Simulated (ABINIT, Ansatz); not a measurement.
# P2Ir (P2_1/c): changed settings of a GW run in ABINIT

What do changed inputs do to GW on P2Ir (P2_1/c)?

Main program and level: ABINIT 10.8.3; LDA and many-body steps on it, plane waves.

This is a report of a sequence of runs, with most program output left out.

## (1) Set-up

Symmetry: P2_1/c, No. 14, monoclinic system. The conventional cell has a = 5.772 Å, b = 5.807 Å, c = 5.872 Å, α = 90.00°, β = 111.25°, γ = 90.00°. Nearest to P lie 1 P at 2.22 Å and 3 Ir at 2.41 to 2.42 Å. P has 1 P at 2.22 Å and 3 Ir at 2.33 to 2.35 Å nearest. Nearest to Ir lie 6 P at 2.33 to 2.42 Å. Farther neighbours are not listed.

The cell and positions are those that the Materials Project relaxed with its own functionals (PBE, PBE+U or r2SCAN), kept fixed. Spin-orbit coupling is left out unless a step names it.

## (2) Screening, 2×2×2 mesh, 277 bands, screening to 141.5 eV

This step: ABINIT 10.8.3; RPA screening on LDA, plane waves, norm-conserving pseudopotentials.

The RPA dielectric matrix is built and inverted for each q.

The input, run.abi:

```
acell 3*1.0 Angstrom
rprim 
  5.772335097500 0.000000000000 -0.000000000000
  0.000000000000 5.806731510000 0.000000000000
  -2.128499726500 0.000000000000 5.473140883600
ntypat 2
znucl 15 77
natom 12
typat 1 1 1 1 1 1 1 1 2 2 2 2
xred 
  0.158006700000 0.881881860000 0.870287720000
  0.841993300000 0.381881860000 0.629712280000
  0.841993300000 0.118118140000 0.129712280000
  0.158006700000 0.618118140000 0.370287720000
  0.334322990000 0.377205270000 0.188546390000
  0.665677010000 0.877205270000 0.311453610000
  0.665677010000 0.622794730000 0.811453610000
  0.334322990000 0.122794730000 0.688546390000
  0.271866410000 0.498830410000 0.791578690000
  0.728133590000 0.998830410000 0.708421310000
  0.728133590000 0.501169590000 0.208421310000
  0.271866410000 0.001169590000 0.291578690000
pp_dirpath "pseudos"
pseudos "P.upf, Ir.upf"
ecut 24
ngkpt 2 2 2
nshiftk 1
shiftk 0 0 0
kptopt 1
chksymbreak 0
istwfk *1
occopt 1
irdwfk 1
optdriver 3
nband 277
ecuteps 5.2
inclvkb 2
awtr 1
symchi 1
indata_prefix "in"
outdata_prefix "out"
tmpdata_prefix "tmp"
```

Run with:

```
OMP_NUM_THREADS=1 mpirun -n 16 abinit run.abi > log
```

Run time: 2.9 min. Hardware: 16 MPI ranks of Arm Neoverse V2, shared host; peak memory 11 GiB; 46 min of CPU time.

Numbers from this step:

- ε∞ with local fields, on this mesh, along the program's q direction: 18.81
- the same without local fields: 20.04
- plasma frequency: 28.49 eV
- plane waves in the screening matrix: 701

Local fields lower ε∞ by 6 %. On a Γ-centred mesh this coarse the value itself is usually too large, while a short band sum pulls it down.

## (3) Base

The self-energy is evaluated for the states that the input lists, and the levels follow from it, in one-shot runs by the linearised quasiparticle equation.

This step: G0W0 on LDA, plane waves, norm-conserving pseudopotentials.

Changes to run.abi since step 2:

```diff
@@ -33,8 +33,19 @@
 irdwfk 1
-optdriver 3
+optdriver 4
 nband 277
+gwcalctyp 0
+ecutsigx 24
+symsigma 1
+nkptgw 3
+kptgw 
+  0.5000000000 0.5000000000 0.5000000000
+  0.0000000000 0.0000000000 0.0000000000
+  0.0000000000 0.5000000000 0.5000000000
+bdgw 
+  53 56
+  53 56
+  53 56
 ecuteps 5.2
-inclvkb 2
-awtr 1
-symchi 1
+irdscr 1
+ppmodel 1
 indata_prefix "in"
```

Wall time 35 s (16 MPI ranks); peak memory 7.1 GiB; 9.4 min of CPU time.

Numbers from this step:

| Property | Result |
| --- | --- |
| G0W0 gap on the points computed | 1.366 eV |
| starting gap on the mesh | 0.6207 eV |
| k of the valence top | 0, 0.5, 0.5 |
| k of the conduction bottom | 0, 0, 0 |
| Z at the valence top | 0.8 |
| Z at the conduction bottom | 0.795 |
| least direct G0W0 gap on the computed points | 2.152 eV |

The gap on the mesh goes from 0.62 eV to 1.37 eV, a correction of +0.75 eV.

## (4) Fewer bands in the self-energy

Changes to run.abi since step 3:

```diff
@@ -34,3 +34,3 @@
 optdriver 4
-nband 277
+nband 64
 gwcalctyp 0
```

Wall time 11 s (16 MPI ranks); peak memory 6 GiB; 2.8 min of CPU time.

This step gave:

```yaml
g0w0_gap_on_the_points_computed: 1 eV
starting_gap_on_the_mesh: 0.6207 eV
k_of_the_valence_top: 0.5, 0.5, 0.5
k_of_the_conduction_bottom: 0, 0, 0
z_at_the_valence_top: 0.845
z_at_the_conduction_bottom: 0.826
least_direct_g0w0_gap_on_the_computed_points: 2.084 eV
```

## (5) Contour deformation on a plasmon-pole file

Changes to run.abi since step 4:

```diff
@@ -34,4 +34,4 @@
 optdriver 4
-nband 64
-gwcalctyp 0
+nband 277
+gwcalctyp 2
 ecutsigx 24
@@ -49,3 +49,2 @@
 irdscr 1
-ppmodel 1
 indata_prefix "in"
```

It took 4.3 s on 16 MPI ranks; peak memory 2.9 GiB.

The run stopped with an error after 4.3 s.

The fault put into this input: contour deformation on a plasmon-pole file.

## (6) The runs together

Times are wall times on 16 MPI ranks of Arm Neoverse V2, shared host, good to a factor of about two. A run's time includes the screening step that it read.

```tsv
run	mesh	bands	screening cutoff (eV)	DFT gap (eV)	gap on the mesh (eV)	direct (eV)	ε∞ used	time
base	2×2×2	277	141.5	0.621	1.366	2.152	18.81	3.5 min
fewer bands in the self-energy	2×2×2	64	141.5	0.621	1.000	2.084	18.81	3.1 min
```

## (7) Summary of results

```yaml
base: 1.366 eV
fewer_bands_in_the_self_energy: 1.000 eV
known_limits: not at the basis limit; no spin polarisation; d states lean on the start; no spin-orbit coupling; coarse k mesh
```

In words: Fewer bands in the self-energy: −0.366 eV against base (keys changed: nband). Bands and cutoff are finite, so the gap is not at the basis limit. The miss can reach some tenths of an eV and take either sign; the mesh is an error of its own. In the G0W0 runs levels were corrected at 3 k points alone, so a gap called «on the mesh» is the least over those, and an edge elsewhere would be missed. The 2×2×2 mesh is coarse for this cell, which bears on the long-range parts of exchange and screening. The runs have no spin polarisation. For a closed low-spin shell that is the natural state; where a d or f shell is open it is a constraint, and the gap is then not the crystal's own. With d states at the gap, one-shot GW leans hard on its start. The many-body steps are scalar-relativistic: spin-orbit coupling is not in them.

[Paths, hosts, dates, memory and timing lines, banners, echoed tables and standing remarks are left out of the program output.]

[Logs are printed without paths, hosts, clocks, repeated set-up lines and the standing remarks that a program may print on its own settings, such as how far it seeks lower states.]

[Runs of the session that timed out or met a known fault of the program may be left out.]

[Hosts, paths, dates, database ids (printed as entryN), source tags and the programs' standing remarks are cut or masked in the printed files.]

[G0W0 gaps are taken among the corrected bands and points alone; a level outside them can change the order at an edge.]

[Where Ansatz stands beside ABINIT at settings called matched, ABINIT's density can come from a denser mesh and the files from another edition; pairs whose starting gaps differed by over 0.03 eV were left out, so agreement reads better than it is.]
